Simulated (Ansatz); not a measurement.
# ZnIn2 (built on the sites of a database entry of MgB2): following an unstable mode

Wanted: the energy along a soft mode of ZnIn2 (built on the sites of a database entry of MgB2) and the structure at the end.

Calculated with Ansatz 0.2.0; DFT PBEsol, scalar-relativistic, plane waves, norm-conserving pseudopotentials.

This is a report of a sequence of runs, with most program output left out.

The structure was built from a prototype and need not be the compound's stable phase.

### Step 1. Starting point

It takes space group P6/mmm (No. 191, hexagonal). Conventional cell: a = 5.149 Å, b = 5.149 Å, c = 2.990 Å, α = 90.00°, β = 90.00°, γ = 120.00°. Nearest to Zn lie 2 Zn at 2.99 Å and 12 In at 3.33 Å. Nearest to In lie 5 In at 2.97 to 2.99 Å and 6 Zn at 3.33 Å. Farther neighbours are not listed.

### Step 2. Response at finite wavevector

The cell comes from relaxations at this level that are not shown. The mesh has a single point along some directions, so zone-edge points there are not solved. Linear response on a 1×1×2 q mesh gives force constants as far as a supercell of that size would.

input.yaml reads:

```yaml
crystal:
  lattice:
    - [5.149492037, 4.0657e-06, 0.0]
    - [-2.5747495395, 4.4595888878, 0.0]
    - [0.0, 0.0, 2.9900494017]
  atoms:
    - { symbol: Zn, position: [0.0, 0.0, 0.0] }
    - { symbol: In, position: [0.3333333333, 0.6666666667, 0.5] }
    - { symbol: In, position: [0.6666666667, 0.3333333333, 0.5] }
kpoints:
  mp_grid: { grid: [12, 12, 16] }
hamiltonian:
  xc: pbesol
  pseudopotentials: { kind: nc }
scf:
  occupations: { method: methfessel_paxton, width: 0.2 }
output:
  eigenvalues: true
phonons:
  method: dfpt
  qmesh: [1, 1, 2]
  temperatures: { t_max: 1000, t_step: 50 }
  qpath:
    path:
      - [[0.0, 0.0, 0.0], [0.5, 0.0, 0.0], [0.33333333, 0.33333333, 0.0], [0.0, 0.0, 0.0], [0.0, 0.0, 0.5], [0.5, 0.0, 0.5], [0.33333333, 0.33333333, 0.5], [0.0, 0.0, 0.5]]
      - [[0.5, 0.0, 0.5], [0.5, 0.0, 0.0]]
      - [[0.33333333, 0.33333333, 0.5], [0.33333333, 0.33333333, 0.0]]
    npoints: 10
```

Started as:

```
ansatz run input.yaml --threads 8 --pin off --max-ram 14336MiB --backend cpu --events-out ev --progress --plain --runs-dir out
```

Elapsed: 5.1 min, on 8 threads of Arm Neoverse V2, shared host; peak memory 9.1 GiB; 39 min of CPU time.

Numbers from this step:

| Quantity | Value |
| --- | --- |
| volume per atom | 22.89 Å³ |
| gap on the k-mesh | 0 eV |
| sum-rule residual before enforcement | 2.63e-4 eV/Å² |
| point group | 6/mmm |
| highest optical mode at the zone centre (no LO-TO term) | 122.5 cm⁻¹ |
| lowest optical zone-centre mode | -35.37 cm⁻¹ |
| lowest mode on the q mesh (acoustic modes at Γ apart) | -35.37 cm⁻¹ |
| highest frequency at a solved wavevector (no LO-TO term at Γ) | 147.3 cm⁻¹ |

Frequencies (cm⁻¹) solved at each irreducible wavevector; negative means imaginary. Frequencies by wavevector, by row:

| q in reciprocal lattice units | star | mode 1 | mode 2 | mode 3 | mode 4 | mode 5 | mode 6 | mode 7 | mode 8 | mode 9 |
| --- | --- | --- | --- | --- | --- | --- | --- | --- | --- | --- |
| 0 0 0 | 1 | -35.4 | -25.4 | 0 | 0 | 0 | 60 | 60 | 122.5 | 122.5 |
| 0 0 -0.5 | 1 | -30 | -30 | 41.5 | 41.5 | 57.4 | 106.9 | 106.9 | 127 | 147.3 |

Symmetry leaves 2 wavevectors to solve. The lowest mode among them, the acoustic zeros apart, lies at Γ and is imaginary, 35.4i cm⁻¹, so the energy falls along it.

### Step 3. The mode frozen in, largest atomic shift 0 Å

The mode followed lies at q = (0, 0, -0.5) with frequency 30.0i cm⁻¹ and is 2-fold degenerate, one of the unstable modes though not the softest. At small amplitude the distorted cell has space group no. 63 by a symmetry search on the positions. The undistorted cell that holds it gives the zero of energy on the same k mesh.

System of this step: ZnIn2 (built on the sites of a database entry of MgB2). The structure is hexagonal, space group P6/mmm (No. 191). Conventional cell: a = 5.149 Å, b = 5.149 Å, c = 2.990 Å, α = 90.00°, β = 90.00°, γ = 120.00°. Nearest to Zn lie 2 Zn at 2.99 Å and 12 In at 3.33 Å. In has 5 In at 2.97 to 2.99 Å and 6 Zn at 3.33 Å nearest. Farther neighbours are not listed.

input.yaml reads:

```yaml
crystal:
  lattice:
    - [-2.5747424975, -4.4595929535, 0.0]
    - [-5.149492037, -4.0657e-06, 0.0]
    - [0.0, 0.0, -5.9800988035]
  atoms:
    - { symbol: Zn, position: [0.0, 0.0, 0.5] }
    - { symbol: Zn, position: [0.0, 0.0, 0.0] }
    - { symbol: In, position: [0.3333333333, 0.3333333333, 0.25] }
    - { symbol: In, position: [0.3333333333, 0.3333333333, 0.75] }
    - { symbol: In, position: [0.6666666667, 0.6666666667, 0.25] }
    - { symbol: In, position: [0.6666666667, 0.6666666667, 0.75] }
kpoints:
  mp_grid: { grid: [9, 9, 6] }
hamiltonian:
  xc: pbesol
  pseudopotentials: { kind: nc }
scf:
  occupations: { method: methfessel_paxton, width: 0.2 }
output:
  forces: true
  stress: true
  eigenvalues: true
```

Elapsed: 8.9 s, on 8 threads; peak memory 1.9 GiB.

This step gave:

* pressure: 0.03831 GPa
* energy from the undistorted cell: 0 meV/atom

The run ends at a pressure of 0.04 GPa.

### Step 4. The mode frozen in, largest atomic shift 0.45 Å

The atoms are moved along the unstable eigenvector, the largest shift by 0.45 Å, with the cell fixed.

input.yaml, the sections that differ from step 3:

```yaml
crystal:
  lattice:
    - [-2.5747424975, -4.4595929535, 0.0]
    - [-5.149492037, -4.0657e-06, 0.0]
    - [0.0, 0.0, -5.9800988035]
  atoms:
    - { symbol: Zn, position: [0.0, 0.0, 0.5] }
    - { symbol: Zn, position: [0.0, 0.0, 0.0] }
    - { symbol: In, position: [0.4207205934, 0.3333333333, 0.25] }
    - { symbol: In, position: [0.2459460732, 0.3333333333, 0.75] }
    - { symbol: In, position: [0.7540539268, 0.6666666667, 0.25] }
    - { symbol: In, position: [0.5792794066, 0.6666666667, 0.75] }
# kpoints, hamiltonian, scf, output: as in step 3
```

Wall time 17 s (8 threads); peak memory 2.6 GiB; 2.3 min of CPU time.

This step gave:

```
pressure                         : 0.3426 GPa
energy from the undistorted cell : -10.74 meV/atom
```

The energy, extrapolated to zero smearing, is -10.74 meV/atom against the undistorted cell.

The run ends at a pressure of 0.34 GPa, with forces up to 0.11 eV/Å.

### Step 5. Energy along the mode, all amplitudes (two of the runs are shown above)

An imaginary frequency means negative curvature, so the energy should fall and then rise again as anharmonic terms take over.

Numbers from this step:

```
depth at the lowest point sampled  : 10.74 meV/atom
largest atomic shift at that point : 0.45 Å
```

Energy from the parent against largest atomic shift:

| largest atomic shift (Å) | energy from the parent (meV/atom) |
| --- | --- |
| 0.000 | 0 |
| 0.040 | -0.14 |
| 0.080 | -0.562 |
| 0.140 | -1.72 |
| 0.220 | -4.17 |
| 0.320 | -7.91 |
| 0.450 | -10.7 |
| 0.600 | -5.46 |

Displacement at unit largest shift by atom:

| atom | x (Å) | y (Å) | z (Å) | size |
| --- | --- | --- | --- | --- |
| Zn1 | 0.000 | 0.000 | 0.000 | 0.000 |
| Zn2 | 0.000 | 0.000 | 0.000 | 0.000 |
| In3 | -0.500 | -0.866 | 0.000 | 1.000 |
| In4 | 0.500 | 0.866 | 0.000 | 1.000 |
| In5 | -0.500 | -0.866 | 0.000 | 1.000 |
| In6 | 0.500 | 0.866 | 0.000 | 1.000 |

The lowest of the steps tried is at 0.45 Å, 10.7 meV/atom below the parent; the bottom of the well need not coincide with a step.

### Step 6. Relaxing from the distorted cell

Starting from the lowest point found, all atoms and the cell are let go, so that strain and other modes of the same symmetry can join in.

Changes to input.yaml since step 4:

```diff
@@ -23 +23,6 @@
   eigenvalues: true
+relax:
+  adjacent_minimum: "off"
+  f_tol: 0.002
+  max_steps: 120
+  cell: { stress_tol: 0.03 }
```

The job ended after 8.7 min (8 threads; peak memory 2.7 GiB; 69 min of CPU time).

The steps of the relaxation (22 of 29):

| step | energy less that of the first step (eV) | largest force component (eV/Å) | pressure (GPa) | volume (Å³) |
| --- | --- | --- | --- | --- |
| 1 | 0.0000 | 0.0996 | 0.34 | 137.33 |
| 2 | -0.0198 | 0.0205 | -0.13 | 138.60 |
| 4 | -0.1709 | 0.1494 | -1.05 | 140.86 |
| 5 | -0.2319 | 0.1485 | -1.08 | 137.58 |
| 6 | -0.1959 | 0.2958 | 2.10 | 130.08 |
| 8 | -0.2742 | 0.0759 | -0.75 | 135.26 |
| 9 | -0.2846 | 0.0212 | -0.11 | 133.92 |
| 10 | -0.2879 | 0.0333 | 0.24 | 132.86 |
| 12 | -0.2891 | 0.0002 | 0.01 | 133.37 |
| 13* | -0.3603 | 0.0003 | 1.14 | 133.37 |
| 14 | -0.4014 | 0.0306 | 1.88 | 131.42 |
| 16 | -0.5430 | 0.1295 | 0.37 | 134.39 |
| 17 | -0.5396 | 0.0882 | -0.54 | 135.48 |
| 18 | -0.5603 | 0.0276 | -0.23 | 135.41 |
| 20 | -0.5628 | 0.0027 | 0.04 | 134.69 |
| 21 | -0.5628 | 0.0024 | 0.00 | 134.76 |
| 22 | -0.5628 | 0.0005 | 0.00 | 134.76 |
| 24 | -0.6020 | 0.0086 | 0.27 | 135.62 |
| 25 | -0.6079 | 0.0082 | 0.06 | 136.55 |
| 26 | -0.6079 | 0.0009 | 0.01 | 136.71 |
| 28 | -0.6082 | 0.0003 | 0.00 | 136.78 |
| 29* | -0.6082 | 0.0003 | 0.00 | 136.78 |

Relaxation steps marked * repeat the geometry before them on a plane-wave basis chosen anew for their cell, so energy and pressure can jump there. Other such steps can lie between the rows shown. Relaxation steps 6, 17 were tried and not accepted.

The run keeps the 8 symmetry operations that it works with, so distortions that break them were not tested.

| cell as run | before | after | change |
| --- | --- | --- | --- |
| a (Å) | 5.149 | 6.964 | +35.2 % |
| b (Å) | 5.149 | 5.202 | +1.0 % |
| c (Å) | 5.980 | 5.083 | -15.0 % |
| γ (°) | 60.00 | 47.98 | -20.0 % |
| volume (Å³/atom) | 22.89 | 22.80 | -0.4 % |

The atoms that moved most (Å, as changes of fractional coordinates times the final cell):

| atom | dx | dy | dz | length |
| --- | --- | --- | --- | --- |
| In5 | -0.034 | -0.424 | 0.000 | 0.426 |
| In3 | -0.350 | -0.242 | 0.000 | 0.426 |
| In6 | 0.350 | 0.242 | 0.000 | 0.426 |
| In4 | 0.034 | 0.424 | 0.000 | 0.426 |

Final coordinates:

```xyz
6
Lattice="-3.4819 -6.0308 0.0000 -5.0877 -1.0831 0.0000 0.0000 0.0000 -5.0828" Properties=species:S:1:pos:R:3 pbc="T T T"
Zn    0.0000    0.0000   -2.5414
Zn    0.0000    0.0000    0.0000
In   -3.5108   -3.1402   -1.2707
In   -2.5178   -1.4202   -3.8121
In   -6.0518   -5.6937   -1.2707
In   -5.0587   -3.9737   -3.8121
```

This step gave:

* pressure: -0.002524 GPa
* volume per atom: 22.80 Å³

The distorted start has space group Cmcm; the relaxation ends in Cmcm.

### Step 7. The new phase in its own primitive cell

The relaxed structure is symmetrised, reduced to its primitive cell and relaxed tightly, as its phonons need.

input.yaml, the sections that differ from step 6:

```yaml
crystal:
  lattice:
    - [3.8645030584, -3.4818630255, 0.0]
    - [3.8645030584, 3.4818630255, 0.0]
    - [0.0, 0.0, 5.0827512014]
  atoms:
    - { symbol: Zn, position: [0.0, 0.0, 0.5] }
    - { symbol: Zn, position: [0.0, 0.0, 0.0] }
    - { symbol: In, position: [0.4523686248, 0.1671567037, 0.75] }
    - { symbol: In, position: [0.1671567037, 0.4523686248, 0.25] }
    - { symbol: In, position: [0.8328432963, 0.5476313752, 0.75] }
    - { symbol: In, position: [0.5476313752, 0.8328432963, 0.25] }
kpoints:
  mp_grid: { grid: [8, 8, 8] }
relax:
  adjacent_minimum: "off"
  f_tol: 0.001
  max_steps: 60
  cell: { stress_tol: 0.01 }
# hamiltonian, scf, output: as in step 6
```

Elapsed: 2.1 min, on 8 threads; peak memory 2.7 GiB; 16 min of CPU time.

Relaxation path:

| step | energy less that of the first step (eV) | largest force component (eV/Å) | pressure (GPa) | volume (Å³) |
| --- | --- | --- | --- | --- |
| 1 | 0.0000 | 0.0176 | -0.04 | 136.78 |
| 2 | -0.0012 | 0.0157 | -0.01 | 136.75 |
| 3 | -0.0020 | 0.0260 | -0.08 | 136.98 |
| 4 | -0.0025 | 0.0066 | 0.05 | 136.65 |
| 5 | -0.0026 | 0.0008 | 0.01 | 136.69 |
| 6 | -0.0026 | 0.0006 | -0.01 | 136.76 |
| 7* | -0.0026 | 0.0006 | -0.01 | 136.76 |

Relaxation steps marked * repeat the geometry before them on a plane-wave basis chosen anew for their cell, so energy and pressure can jump there.

Forces are held to the 8 operations that the run works with; a distortion that breaks them can't arise in this run.

| conventional cell, symmetrised | before | after | change |
| --- | --- | --- | --- |
| a (Å) | 7.729 | 7.810 | +1.0 % |
| b (Å) | 6.964 | 6.949 | -0.2 % |
| c (Å) | 5.083 | 5.040 | -0.8 % |
| volume (Å³/atom) | 22.80 | 22.79 | -0.0 % |

The relaxed structure:

```xyz
6
Lattice="3.9051 -3.4744 0.0000 3.9051 3.4744 0.0000 0.0000 0.0000 5.0398" Properties=species:S:1:pos:R:3 pbc="T T T"
Zn    0.0000    0.0000    2.5199
Zn    0.0000    0.0000    0.0000
In    2.4271   -0.9912    3.7799
In    2.4271    0.9912    1.2600
In    5.3830   -0.9912    3.7799
In    5.3830    0.9912    1.2600
```

Numbers from this step:

```
pressure        : -0.007311 GPa
volume per atom : 22.79 Å³
```

The largest force component left is 0.61 meV/Å and the pressure is -0.007 GPa, within the tolerances set. The cell now holds 22.79 Å³/atom.

### Step 8. Modes of the new phase, k-mesh 8×8×8

A relaxed structure may still be a saddle point, so its zone-centre modes are computed. No field response is asked, since the mesh shows no gap.

input.yaml, the sections that differ from step 7:

```yaml
crystal:
  lattice:
    - [3.9050549976, -3.4743970228, 0.0]
    - [3.9050549976, 3.4743970228, 0.0]
    - [0.0, 0.0, 5.0398242467]
  atoms:
    - { symbol: Zn, position: [0.0, 0.0, 0.5] }
    - { symbol: Zn, position: [0.0, 0.0, 0.0] }
    - { symbol: In, position: [0.4534061348, 0.1681152464, 0.75] }
    - { symbol: In, position: [0.1681152464, 0.4534061348, 0.25] }
    - { symbol: In, position: [0.8318847536, 0.5465938652, 0.75] }
    - { symbol: In, position: [0.5465938652, 0.8318847536, 0.25] }
output:
  eigenvalues: true
phonons:
  method: dfpt
# kpoints, hamiltonian, scf: as in step 7
# relax: removed
```

Elapsed: 11 min, on 8 threads; peak memory 8.7 GiB.

The run was cut off at the time limit after its SCF cycle had converged; no result of it is taken.

The program's message: “Warning: RAYON_NUM_THREADS=8 ignor”

### Step 9. Results

```json
{
  "unstable mode of the parent": "q = (0, 0, -0.5), 30i cm⁻¹",
  "depth at the lowest point sampled": "10.7 meV/atom",
  "largest atomic shift at that point": "0.45 Å",
  "space group reached (within 0.01 Å)": "Cmcm",
  "energy gained over the parent (first relaxation, on the mesh of the frozen mode)": "113 meV/atom",
  "volume per atom, phase reached": "22.8 Å³"
}
```

Along this mode the structure falls into Cmcm, 113 meV/atom below the parent. At the parent's cell the well is 10.74 meV/atom deep on the steps tried, with its lowest point at a shift of 0.45 Å. Relaxing atoms and cell changes the gain by +101.76 meV/atom against the lowest step (energies at zero smearing). Most of the total comes from this relaxation. The modes of the phase reached were not computed on this path. Of the 2 patterns followed to their end from this parent, this one reaches the lowest energy. Each path keeps the symmetry of its pattern, so a lower phase may lie along a pattern not tried. The q mesh is too sparse to interpolate, so only the solved wavevectors are given. With no gap, or one that is small against the smearing, the frequencies hang on the k mesh and the smearing, most of all near Kohn anomalies. A phonon run warned that its eigensolver left some bands unconverged in a pass. The starting cell was built on a prototype and not taken from a measurement, so the phase need not exist.

[Logs are printed without paths, hosts, clocks, repeated set-up lines and the standing remarks that a program may print on its own settings, such as how far it seeks lower states.]

[Hosts, paths, dates, database ids (printed as entryN), source tags and the programs' standing remarks are cut or masked in the printed files.]
